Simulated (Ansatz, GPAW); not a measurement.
# Work function of a 11-layer slab of Sr(110) at several levels, part 3 of 3

Wanted: work functions and dipole of a 11-layer slab of Sr(110), with the cost of each level.

GPAW 26.7.0 and Ansatz 0.2.0; Ansatz plane waves; slab in vacuum with a dipole correction, relaxation; PAW set soft_1 (the session's first sound run).

So far, upper work function (eV): step 2 (relaxation, PBE) 2.59; step 6 (self-consistent run: xc = "revPBE") 2.52; step 7 (self-consistent run: xc = "vdW-DF2", GPAW, PAW setups, GPAW) 2.86; step 8 (self-consistent run: xc = "LDA") 2.72; step 9 (real-space grid: mode = "fd", PBE, GPAW) 2.60.

**11. A second plane-wave code**

A second program with its own datasets checks the number independently.

This step: Ansatz plane waves; slab in vacuum with a dipole correction; PAW set soft_1 (Ansatz 0.2.0).

Input file input.yaml:

```yaml
crystal:
  lattice:
    - [6.08, 0.0, 0.0]
    - [0.0, 4.2992092296, 0.0]
    - [0.0, 0.0, 37.4960461481]
  atoms:
    - { symbol: Sr, position: [0.0, 0.0, 0.2133558287] }
    - { symbol: Sr, position: [0.5, 0.5, 0.270684663] }
    - { symbol: Sr, position: [0.0, 0.0, 0.3280134972] }
    - { symbol: Sr, position: [0.5, 0.5, 0.3853423315] }
    - { symbol: Sr, position: [0.0, 0.0, 0.4426711657] }
    - { symbol: Sr, position: [0.5, 0.5, 0.499270281] }
    - { symbol: Sr, position: [0.0, 0.0, 0.5560810406] }
    - { symbol: Sr, position: [0.5, 0.5, 0.6127369045] }
    - { symbol: Sr, position: [0.0, 0.0, 0.6702065989] }
    - { symbol: Sr, position: [0.5, 0.5, 0.7258102395] }
    - { symbol: Sr, position: [0.0, 0.0, 0.7815093869] }
kpoints:
  mp_grid: { grid: [5, 7, 1] }
hamiltonian:
  xc: pbe
  pseudopotentials: { kind: paw, azcp: { folder: soft_1 } }
scf:
  occupations: { method: fermi_dirac, width: 0.1 }
efield:
  axis: 3
  dipole_correction: true
  ramp_width: 0.05
output:
  forces: true
  write_potential: true
  write_density: true
  volumetric_format: npy
  elf: true
```

Command:

```sh
$ ansatz run input.yaml --threads 4 --pin off --max-ram 8192MiB --backend cpu --events-out ev --progress --plain --runs-dir out
```

Numbers of over 12 decimals in the logs are rounded to 6 here.

The program printed:

```text
[...]
Crystal: 11 atoms, lattice volume = 980.116 Å³
Basis set: ecut = 420 eV, 19183 PW (Γ), exchange–correlation on 90×60×512 points (8 copies of the dense FFT grid, shifted against one another)
Bands: 66, of which v1, the nominal top of the filled ones, is band 55 counted from 1 (54 counted from 0)
Symmetry: 4 space group operations
[...]
k-points: 12 of 35
[...]
SCF iter   1: F=—  HF=-38986.554427 eV  |F-HF|=—  |Δ(HF+E_count)|=         —  Δρ=6.42e-3  dr2=2.25e1  ethr=3.10e-3  p=0.000 e·Å  D=2.97e-8 V/Å  ΔV_dip=-0.00 eV  dr2_dipole=2.83e-1  V_vac-E_F(+/−)=4.40/4.40 eV  ⟨swp⟩=18.3  Hψ=5281  notcnv=0
[...]
SCF iter  10: F=-38985.593651 eV  HF=-38985.593651 eV  |F-HF|=1.87e-8  |Δ(HF+E_count)|=   1.07e-7  Δρ=8.65e-7  dr2=2.52e-8  ethr=9.09e-11  p=-0.000 e·Å  D=-6.00e-5 V/Å  ΔV_dip=0.00 eV  dr2_dipole=3.53e-10  V_vac-E_F(+/−)=2.59/2.59 eV  ⟨swp⟩=22.8  Hψ=9612  notcnv=0
SCF 1 converged in 10 iterations: F = -38985.593651 eV  dr2 = 2.52e-8
[...]
SCF converged after 10 iterations
Free energy (F): -38985.593651 eV
[...]
Internal energy: -38985.109270 eV  (E = F + TS)
E sigma→0 (E₀):  -38985.351461 eV
Entropy (-TS):   -0.484381 eV (-44.035 meV/atom)
Fermi energy:    2.210636 eV
Dipole field:    D = -0.000049 V/Å  (p = -0.000263 e·Å, saw-weighted, corrected)
Work function:   Φ+ = 2.5948 eV   Φ− = 2.5930 eV
[...]
--- Forces (eV/Å), atoms counted from 1 ---
  atom   1  Sr     0.00000000     0.00000000     0.07035369
  atom   2  Sr     0.00000000     0.00000000     0.02028539
  atom   3  Sr     0.00000000     0.00000000    -0.06199705
  atom   4  Sr     0.00000000     0.00000000    -0.00428378
  atom   5  Sr     0.00000000     0.00000000    -0.02590634
  atom   6  Sr     0.00000000     0.00000000    -0.00101051
  atom   7  Sr     0.00000000     0.00000000     0.00266747
  atom   8  Sr     0.00000000     0.00000000     0.00041006
  atom   9  Sr     0.00000000     0.00000000    -0.00541443
  atom  10  Sr     0.00000000     0.00000000    -0.00121970
  atom  11  Sr     0.00000000     0.00000000     0.00611743
  max |Σ_I F_I| component: 2.23e-6 eV/Å
--- Band table (eV; the first three rows and the last of 12) ---
  k-point 0: bands = [... 51 lower, 1.6660, 1.8273, 1.9110, 2.1250, 2.3071, 2.4476, 2.5862, 2.6010, ... 18 higher]
  k-point 1: bands = [... 51 lower, 1.8497, 1.9885, 2.0353, 2.2223, 2.4603, 2.5356, 2.6362, 2.6974, ... 18 higher]
  k-point 2: bands = [... 51 lower, 2.1292, 2.2309, 2.2654, 2.2827, 2.4638, 2.6342, 2.7251, 2.7280, ... 18 higher]
  k-point 11: bands = [... 51 lower, 1.9979, 2.1485, 2.2242, 2.2500, 2.2549, 2.2798, 2.3580, 2.3748, ... 18 higher]
```

Wall time 91 s (4 threads of Arm Neoverse N1, shared host); peak memory 2 GiB.

Reading the cycles: dr2 is the Hartree energy of the density residual (eV), the measure of convergence; HF is the Harris–Foulkes estimate of the energy, which meets the free energy F at convergence.

This step gave:

| Quantity | Value |
| --- | --- |
| upper work function | 2.595 eV |
| lower work function | 2.593 eV |
| dipole along the normal | -2.63e-4 e·Å |
| dipole field | -4.86e-5 V/Å |
| vacuum level above | 4.805 eV |
| vacuum level below | 4.804 eV |

The electrostatic potential energy of an electron (with the applied field's), less the Fermi level, planar mean oscillates, so the rows of the table below give means over windows of 2.2 Å about each position, cut where the curve ends. Its maxima inside the range that stand out by 2 % of the span (Å: eV): 9.1: -0.990, 11.3: -0.862, 13.3: -0.883, 15.5: -0.871, 17.7: -0.976, 19.8: -0.927, 22.0: -0.974, 24.0: -0.843, 26.2: -1.06, 28.3: -1.20. Its minima: 8.1: -8.74, 10.1: -8.44, 12.3: -8.57, 14.5: -8.49, 16.6: -8.51, 18.7: -8.56, 20.8: -8.51, 23.0: -8.56, 25.2: -8.49, 27.2: -8.51, 29.3: -8.83.

The electrostatic potential energy of an electron (with the applied field's), less the Fermi level, planar mean by z; means over each step:

| z (Å) | electrostatic potential energy of an electron (with the applied field's), less the Fermi level, planar mean (eV) |
| --- | --- |
| 1.10 | 2.59 |
| 3.30 | 2.58 |
| 5.50 | 2.24 |
| 7.70 | -3.69 |
| 9.90 | -4.03 |
| 12.10 | -4.03 |
| 14.30 | -4.03 |
| 16.50 | -4.04 |
| 18.70 | -4.06 |
| 20.90 | -4.06 |
| 23.10 | -4.03 |
| 25.30 | -4.09 |
| 27.50 | -4.16 |
| 29.70 | -3.56 |
| 31.90 | 2.30 |
| 34.10 | 2.59 |
| 36.30 | 2.59 |

The valence density, planar mean oscillates, so the rows of the table below give means over windows of 2.12 Å about each position, cut where the curve ends. Its maxima inside the range that stand out by 2 % of the span (Å: e/Å³): 8.1: 0.258, 10.1: 0.266, 12.3: 0.265, 14.5: 0.265, 16.6: 0.265, 18.7: 0.266, 20.8: 0.265, 23.0: 0.265, 25.2: 0.265, 27.2: 0.268, 29.3: 0.259. Its minima: 9.1: 0.0767, 11.3: 0.0771, 13.3: 0.0770, 15.5: 0.0762, 17.7: 0.0810, 19.8: 0.0785, 22.0: 0.0803, 24.0: 0.0763, 26.2: 0.0844, 28.3: 0.0836.

Table of valence density, planar mean by z; means over each step:

| z (Å) | valence density, planar mean (e/Å³) |
| --- | --- |
| 1.06 | 2.3e-6 |
| 3.18 | 1.1e-4 |
| 5.30 | 0.00350 |
| 7.42 | 0.142 |
| 9.54 | 0.178 |
| 11.66 | 0.177 |
| 13.78 | 0.177 |
| 15.90 | 0.178 |
| 18.02 | 0.180 |
| 20.14 | 0.179 |
| 22.26 | 0.180 |
| 24.38 | 0.177 |
| 26.50 | 0.185 |
| 28.62 | 0.181 |
| 30.74 | 0.0469 |
| 32.86 | 9.3e-4 |
| 34.98 | 2.3e-5 |

Force by atom:

| atom | x (eV/Å) | y (eV/Å) | z (eV/Å) | size |
| --- | --- | --- | --- | --- |
| Sr1 | 0.0000 | 0.0000 | 0.0704 | 0.0704 |
| Sr2 | 0.0000 | 0.0000 | 0.0203 | 0.0203 |
| Sr3 | 0.0000 | 0.0000 | -0.0620 | 0.0620 |
| Sr4 | 0.0000 | 0.0000 | -0.0043 | 0.0043 |
| Sr5 | 0.0000 | 0.0000 | -0.0259 | 0.0259 |
| Sr6 | 0.0000 | 0.0000 | -0.0010 | 0.0010 |
| Sr7 | 0.0000 | 0.0000 | 0.0027 | 0.0027 |
| Sr8 | 0.0000 | 0.0000 | 0.0004 | 0.0004 |
| Sr9 | 0.0000 | 0.0000 | -0.0054 | 0.0054 |
| Sr10 | 0.0000 | 0.0000 | -0.0012 | 0.0012 |
| Sr11 | 0.0000 | 0.0000 | 0.0061 | 0.0061 |

Electrostatic potential energy in the ca plane at fractional y = 0.000, with atoms of Sr within 0.2 Å of it. With pseudopotentials it is smooth inside the atoms' cores, unlike the true potential.

Ten even steps from '0' (-88 eV) to '9' (5 eV), each cell a mean:
```
99998600048999998500058999997200178999999999
99999853478999999753579999998633689999999999
99999988889999999988899999999888899999999999
99999999999999999999999999999999999999999999
99999999999999999999999999999999999999999999
99999999999999999999999999999999999999999999
99999999999999999999999999999999999999999999
99999999999999999999999999999999999999999999
99999999999999999999999999999999999999999999
99999999999999999999999999999999999999999999
99999999999999999999999999999999999999999999
99999999999999999999999999999999999999999999
99999998899999999998999999999988999999999999
99999876789999999876789999998866789999999999
99998730158999998620168999998400489999999999
99998600038999998400048999997100178999999999
```
Columns run along c (16.0 Å, from fractional 0.49 to 0.91 of the cell; values clipped at the 3rd and 97th percentile), rows up along a (6.1 Å). Atoms in or near the plane, at fractional coordinates: Sr at (0.56, 0.00), Sr at (0.67, 0.00), Sr at (0.78, 0.00).

Valence density in the ca plane at fractional y = 0.000, with atoms of Sr within 0.2 Å of it. It is the smooth field of the valence electrons, not physical close to the nuclei.

Ten steps, logarithmic in the rise over the least value, from '0' (0.0 e/Å³) to '9' (2.5 e/Å³), each cell a mean:
```
22225899996322235899985322247999974100000000
22223689975222224789874222235899853100000000
22222456643222222456642222223566531100000000
22222233322222222233322222222233211000000000
22222222222222222222222222222221110000000000
22222222222222222222222222222211110000000000
22222222222222222222222222222111100000000000
22222221222222222221222222222111100000000000
22222222222222222222222222222111100000000000
22222222222222222222222222222111100000000000
22222222222222222222222222222211110000000000
22222222222222222222222222222222211000000000
22222344432222222344432222222344321000000000
22223578764222223578753222224688742100000000
22224799985322225899985222236999963100000000
22225899996322236999996322247999974100000000
```
Columns run along c (16.0 Å, from fractional 0.49 to 0.91 of the cell), rows up along a (6.1 Å). Atoms in or near the plane, at fractional coordinates: Sr at (0.56, 0.00), Sr at (0.67, 0.00), Sr at (0.78, 0.00).

ELF in the ca plane at fractional y = 0.000, with atoms of Sr within 0.2 Å of it. It is the smooth field of the valence electrons, not physical close to the nuclei.

Ten even steps from '0' (0.00) to '9' (0.84), each cell a mean:
```
12203984697113105974795123118955993002321000
13311799983024202899982124215999961012321000
24420257631135410257620145411467520012211000
45542111111355531111111356631111101122210000
55554322234555554322234566665322122322100000
55556665566555556655566555667665444321100000
44456677766544456677766544567776544321000000
43346677776543456777766544466776543211000000
43446677776543456777766544567776543211000000
54456666666554456666666555567766544321000000
55555544445555555444445556666543333322100000
55553211112455543111113466653111111222110000
35531123310245421123211256521133210122210000
24311489962024311589851135312799841012221000
13212898996113204998994123117988982012321000
02214971497112116961596113128922894002321000
```
Columns run along c (16.0 Å, from fractional 0.49 to 0.91 of the cell), rows up along a (6.1 Å). Atoms in or near the plane, at fractional coordinates: Sr at (0.56, 0.00), Sr at (0.67, 0.00), Sr at (0.78, 0.00).

The upper face's work function is 2.595 eV, against 2.597 eV in the first plane-wave PBE run at this geometry.

**12. Side by side**

Results and costs are gathered.

This step: comparison of work functions, dipole and cost; PAW set soft_1 (GPAW 26.7.0).

Ladder, by row:

| step | code | work function, upper (eV) | work function, lower (eV) | dipole (e Å) | wall time (s) | peak memory (GiB) | threads |
| --- | --- | --- | --- | --- | --- | --- | --- |
| pw | GPAW | 2.597 | 2.595 | -2.66e-4 | 2945 | 0.72 | 1 |
| optPBE-vdW | GPAW | 2.749 | 2.746 | -4.65e-4 | 2798 | 1.23 | 1 |
| RPBE | GPAW | 2.519 | 2.518 | -2.64e-4 | 3097 | 0.72 | 1 |
| revPBE | GPAW | 2.522 | 2.519 | -3.14e-4 | 3725 | 0.73 | 1 |
| vdW-DF2 | GPAW | 2.858 | 2.856 | -3.63e-4 | 4530 | 1.23 | 1 |
| LDA | GPAW | 2.722 | 2.719 | -3.57e-4 | 2950 | 0.72 | 1 |
| fd | GPAW | 2.596 | 2.594 | -2.90e-4 | 8584 | 4.11 | 1 |
| ansatz | Ansatz | 2.595 | 2.593 | -2.63e-4 | 91.24 | 1.995 | 4 |

**13. A changed run**

One more run, with changed settings.

This step: GPAW, PAW setups; slab in vacuum (GPAW 26.7.0).

Input file run.py:

```python
import json
import numpy as np
from ase import Atoms
from gpaw import GPAW, PW
from gpaw.external import ConstantElectricField

slab = Atoms(
    ['Sr', 'Sr', 'Sr', 'Sr', 'Sr', 'Sr', 'Sr', 'Sr', 'Sr', 'Sr', 'Sr'],
    positions=[
        [0.00000, 0.00000, 8.00000],
        [3.04000, 2.14960, 10.14960],
        [0.00000, 0.00000, 12.29921],
        [3.04000, 2.14960, 14.44881],
        [0.00000, 0.00000, 16.59842],
        [3.04000, 2.14960, 18.72066],
        [0.00000, 0.00000, 20.85084],
        [3.04000, 2.14960, 22.97521],
        [0.00000, 0.00000, 25.13010],
        [3.04000, 2.14960, 27.21501],
        [0.00000, 0.00000, 29.30351]],
    cell=[[6.08, 0.0, 0.0], [0.0, 4.29921, 0.0], [0.0, 0.0, 37.49605]],
    pbc=[True, True, False])

slab.calc = GPAW(mode=PW(400), xc='PBE', kpts={'size': (5, 7, 1), 'gamma': True},
                 occupations={'name': 'fermi-dirac', 'width': 0.1}, nbands='160%',
                 convergence={'density': 1e-05}, maxiter=75,
                 poissonsolver={'dipolelayer': 'xy'},
                 external=ConstantElectricField(1.5, [0, 0, 1]),
                 symmetry={'tolerance': 1e-3}, txt='slab.txt')
result = {}
energy = slab.get_potential_energy()
fermi = slab.calc.get_fermi_level()
v = slab.calc.get_electrostatic_potential().mean((0, 1)) - fermi
n = slab.calc.get_pseudo_density().mean((0, 1))
L = slab.cell[2, 2]
z = np.arange(len(v)) * L / len(v)
low, high = slab.positions[:, 2].min(), slab.positions[:, 2].max()
below, above = np.interp([low - 5.8, high + 5.8], z, v)
slopes = [np.interp(x, z, np.gradient(v, z)) for x in (low - 5.8, high + 5.8)]
eps = np.array([[slab.calc.get_eigenvalues(k, s) for k in range(len(slab.calc.get_ibz_k_points()))]
                for s in range(slab.calc.get_number_of_spins())]) - fermi
top, bottom = eps[eps < 0].max(), eps[eps > 0].min()
dipole = slab.get_dipole_moment()[2]
print(f'energy {energy:.4f} eV, Fermi level {fermi:.4f} eV, dipole {dipole:.5f} e A')
print(f'potential 5.8 A off the faces, from the Fermi level: lower {below:.4f} eV, upper {above:.4f} eV')
print(f'slope of the potential there: lower {slopes[0]:.5f}, upper {slopes[1]:.5f} eV/A')
print(f'nearest levels on the mesh: {top:.4f} and {bottom:.4f} eV')
print('magnetic moment', round(slab.get_magnetic_moment(), 3))
result.update(energy=energy, fermi=fermi, dipole=dipole, below=below, above=above, slopes=slopes, edges=[top, bottom],
              z=z.tolist(), v=v.tolist(), n=n.tolist(), positions=slab.positions.tolist(),
              forces=slab.get_forces(apply_constraint=False).tolist(), moments=slab.get_magnetic_moments().tolist())
json.dump(result, open('result.json', 'w'))
```

Command:

```sh
$ OMP_NUM_THREADS=1 OPENBLAS_NUM_THREADS=1 python run.py
```

The program printed:

```text
energy -21.5144 eV, Fermi level 0.5703 eV, dipole 6.26136 e A
potential 5.8 A off the faces, from the Fermi level: lower 26.6039 eV, upper -15.9603 eV
slope of the potential there: lower -0.84975, upper 0.03433 eV/A
nearest levels on the mesh: -0.0417 and 0.0116 eV
magnetic moment 0.0
```

Elapsed: 55 min, on 1 thread; peak memory 0.92 GiB.

The run finished. A setting was moved off its sound value on purpose, so it serves as a test and not as the result.

The fault put into the input: a field far too strong (field = 1.5).

The two runs compared:

| quantity | this run | sound run | difference |
| --- | --- | --- | --- |
| dipole along the normal (e·Å) | 6.2614 | -2.655e-4 | 6.26 |

One result that differs is the dipole along the normal, 6.26 e·Å against -2.7e-4 e·Å.

**14. What came out**

| Quantity | Value |
| --- | --- |
| work function, both faces | 2.60 eV |
| dipole along the normal | -2.7e-4 e Å, near the numerical noise |

In words: With plane waves and PBE the work function is 2.60 eV on the upper face and 2.60 eV on the lower. The measured value for polycrystalline Sr, which weights the faces of low work function, is 2.59 eV (as compiled in "Anisotropic work function of elemental crystals", 2019, arxiv:1902.07811); the relaxed upper face lies 0.0070 eV over it with PBE, and PBE comes nearest (2.60 eV). Measured work functions scatter by a tenth of an eV or more between methods. Over the sound runs of the table the upper face's work function spans 2.519 (RPBE) to 2.858 eV (vdW-DF2). The two plane-wave codes differ by 0.0023 eV on the upper face. The small printed dipole stands for a step of 1.8 meV from the lower to the upper face, and the probes find 1.9 meV; values this small are near the numerical noise of both. The in-plane lattice was kept as typed, which isn't the functional's own and leaves some strain; spin-orbit coupling and temperature are left out.

[Logs are printed without paths, hosts, clocks, repeated set-up lines and the standing remarks that a program may print on its own settings, such as how far it seeks lower states.]

[Hosts, paths, dates, database ids (printed as entryN), source tags and the programs' standing remarks are cut or masked in the printed files.]
